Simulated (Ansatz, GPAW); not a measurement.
# A 10-layer slab of Ir(110): converging a work function, part 3 of 3

How do cutoff, mesh, smearing and the dipole layer change the work function of a 10-layer slab of Ir(110)?

GPAW 26.7.0 and Ansatz 0.2.0; Ansatz plane waves; slab in vacuum with a dipole correction, relaxation (the session's first sound run).

So far, upper work function (eV): step 2 (relaxation, PBE) 4.96; step 3 (plane waves, PBE) 4.95; step 6 (cutoff 700: ecut = 700, PBE, GPAW) 4.95; step 9 (K mesh 12×18: kpts = [12, 18], PBE, GPAW) 4.95; step 10 (scheme Marzari-Vanderbilt, smearing 0.2, PBE, GPAW) 4.95.

## (12) Without the dipole layer

Level of this step: GPAW, PAW setups; slab in vacuum (GPAW).

The dipole layer is taken out and the cell repeats along the normal.

run.py reads:

```python
import json
import numpy as np
from ase import Atoms
from gpaw import GPAW, PW

slab = Atoms(
    ['Ir', 'Ir', 'Ir', 'Ir', 'Ir', 'Ir', 'Ir', 'Ir', 'Ir', 'Ir'],
    positions=[
        [1.92000, 1.35765, 8.00000],
        [0.00000, 0.00000, 9.35765],
        [1.92000, 1.35765, 10.71529],
        [0.00000, 0.00000, 12.07294],
        [1.92000, 1.35765, 13.43058],
        [0.00000, 0.00000, 14.83487],
        [1.92000, 1.35765, 16.17503],
        [0.00000, 0.00000, 17.54361],
        [1.92000, 1.35765, 18.99956],
        [0.00000, -0.00000, 20.19279]],
    cell=[[3.84, 0.0, 0.0], [0.0, 2.71529, 0.0], [0.0, 0.0, 28.21881]],
    pbc=[True, True, True])

slab.calc = GPAW(mode=PW(400), xc='PBE', kpts={'size': (8, 12, 1), 'gamma': True},
                 occupations={'name': 'fermi-dirac', 'width': 0.1}, nbands='160%',
                 convergence={'density': 1e-05}, maxiter=200,
                 symmetry={'tolerance': 1e-3}, txt='slab.txt')
result = {}
energy = slab.get_potential_energy()
fermi = slab.calc.get_fermi_level()
v = slab.calc.get_electrostatic_potential().mean((0, 1)) - fermi
n = slab.calc.get_pseudo_density().mean((0, 1))
L = slab.cell[2, 2]
z = np.arange(len(v)) * L / len(v)
low, high = slab.positions[:, 2].min(), slab.positions[:, 2].max()
below, above = np.interp([low - 5.8, high + 5.8], z, v)
slopes = [np.interp(x, z, np.gradient(v, z)) for x in (low - 5.8, high + 5.8)]
eps = np.array([[slab.calc.get_eigenvalues(k, s) for k in range(len(slab.calc.get_ibz_k_points()))]
                for s in range(slab.calc.get_number_of_spins())]) - fermi
top, bottom = eps[eps < 0].max(), eps[eps > 0].min()
dipole = slab.get_dipole_moment()[2]
print(f'energy {energy:.4f} eV, Fermi level {fermi:.4f} eV, dipole {dipole:.5f} e A')
print(f'potential 5.8 A off the faces, from the Fermi level: lower {below:.4f} eV, upper {above:.4f} eV')
print(f'slope of the potential there: lower {slopes[0]:.5f}, upper {slopes[1]:.5f} eV/A')
print(f'nearest levels on the mesh: {top:.4f} and {bottom:.4f} eV')
print('magnetic moment', round(slab.get_magnetic_moment(), 3))
result.update(energy=energy, fermi=fermi, dipole=dipole, below=below, above=above, slopes=slopes, edges=[top, bottom],
              z=z.tolist(), v=v.tolist(), n=n.tolist(), positions=slab.positions.tolist(),
              forces=slab.get_forces(apply_constraint=False).tolist(), moments=slab.get_magnetic_moments().tolist())
json.dump(result, open('result.json', 'w'))
```

Launch:

```sh
> OMP_NUM_THREADS=1 OPENBLAS_NUM_THREADS=1 python run.py
```

Log:

```text
energy -89.6491 eV, Fermi level 4.5350 eV, dipole 0.01299 e A
potential 5.8 A off the faces, from the Fermi level: lower 5.0166 eV, upper 4.9815 eV
slope of the potential there: lower 0.00779, upper 0.00809 eV/A
nearest levels on the mesh: -0.0041 and 0.0035 eV
magnetic moment 0.0
```

The job ended after 36 min (1 thread of Arm Neoverse N1, shared host; peak memory 0.62 GiB).

The run finished with changed settings (dipole = false and pbc_z = true); it serves as a test.

The two runs compared:

```csv
quantity,this run,sound run,difference
dipole along the normal (e·Å),0.012986,0.0059400,0.00705
upper work function (eV),4.9815,4.9476,0.0338
lower work function (eV),5.0166,5.0497,-0.0331
```

One result that differs is the upper work function, 4.98 eV against 4.95 eV.

## (13) Side by side

Results and costs are gathered.

This step: comparison of work functions, dipole and cost (GPAW 26.7.0).

Ladder, by row:

```csv
step,code,"work function, upper (eV)","work function, lower (eV)",dipole (e Å),wall time (s),peak memory (GiB),threads
pw,GPAW,4.948,5.05,0.00594,2636,0.62,1
ecut200,GPAW,4.971,5.082,0.005419,847.8,0.31,1
ecut300,GPAW,4.954,5.058,0.005994,1501,0.45,1
ecut700,GPAW,4.948,5.05,0.005948,6420,1.26,1
k3,GPAW,4.943,5.063,0.006987,539.1,0.3,1
k5,GPAW,4.94,5.042,0.00589,1160,0.36,1
k12,GPAW,4.945,5.05,0.006114,4744,1.02,1
smear,GPAW,4.95,5.062,0.006551,2604,0.62,1
nodip,GPAW,4.981,5.017,0.01299,2182,0.62,1
```

## (14) A changed run

One more run, with changed settings.

This step: GPAW, PAW setups; slab in vacuum (GPAW 26.7.0).

Changes to run.py since step 12:

```diff
@@ -19,7 +19,8 @@
     cell=[[3.84, 0.0, 0.0], [0.0, 2.71529, 0.0], [0.0, 0.0, 28.21881]],
-    pbc=[True, True, True])
+    pbc=[True, True, False])
 
 slab.calc = GPAW(mode=PW(400), xc='PBE', kpts={'size': (8, 12, 1), 'gamma': True},
-                 occupations={'name': 'fermi-dirac', 'width': 0.1}, nbands='160%',
-                 convergence={'density': 1e-05}, maxiter=200,
+                 occupations={'name': 'fermi-dirac', 'width': 0.1}, nbands='80%',
+                 convergence={'density': 1e-05}, maxiter=75,
+                 poissonsolver={'dipolelayer': 'xy'},
                  symmetry={'tolerance': 1e-3}, txt='slab.txt')
```

Log:

```text
ValueError: Too few bands!  Electrons: 150.0, bands: 80%
```

Run time: 1.4 s. Hardware: 1 thread; peak memory 0.1 GiB.

The program refused the input before any cycle.

The program's message: “ValueError: Too few bands! Electrons: 150.0, bands: 80%”

The change that led to it: nbands = "80 % of the filled bands".

## (15) Results

| Item | Value |
| --- | --- |
| work function, upper and lower face | 4.948 and 5.050 eV |
| dipole along the normal | 0.00594 e Å |

What this shows: With plane waves and PBE the work function is 4.95 eV on the upper face and 5.05 eV on the lower. The two faces differ by 0.10 eV, the step that the slab's dipole makes (e p/(ε0 A) gives 0.10 eV), so the dipole layer is needed. The lowest atoms were held at bulk positions, which alone makes the faces unlike. The measured value for this face is 5.42 eV (as compiled in "Anisotropic work function of elemental crystals", 2019, arxiv:1902.07811); the relaxed upper face lies 0.47 eV under it with PBE. Measured work functions scatter by a tenth of an eV or more between methods. The clean face reconstructs (W and Mo (100) only when cold), while this slab is an unreconstructed 1×1 cell, so the two are not the same surface. The other smearing (Marzari-Vanderbilt of 0.2 eV in place of Fermi-Dirac of 0.1) moves the two faces by 0.0019 and 0.012 eV on the same mesh; a mesh is converged only for its smearing. Over the sound runs of the table the upper face's work function spans 4.945 (k12) to 4.950 eV (smear). The in-plane lattice was kept as typed, which isn't the functional's own and leaves some strain; spin-orbit coupling and temperature are left out.

[Logs are printed without paths, hosts, clocks, repeated set-up lines and the standing remarks that a program may print on its own settings, such as how far it seeks lower states.]

[Hosts, paths, dates, database ids (printed as entryN), source tags and the programs' standing remarks are cut or masked in the printed files.]
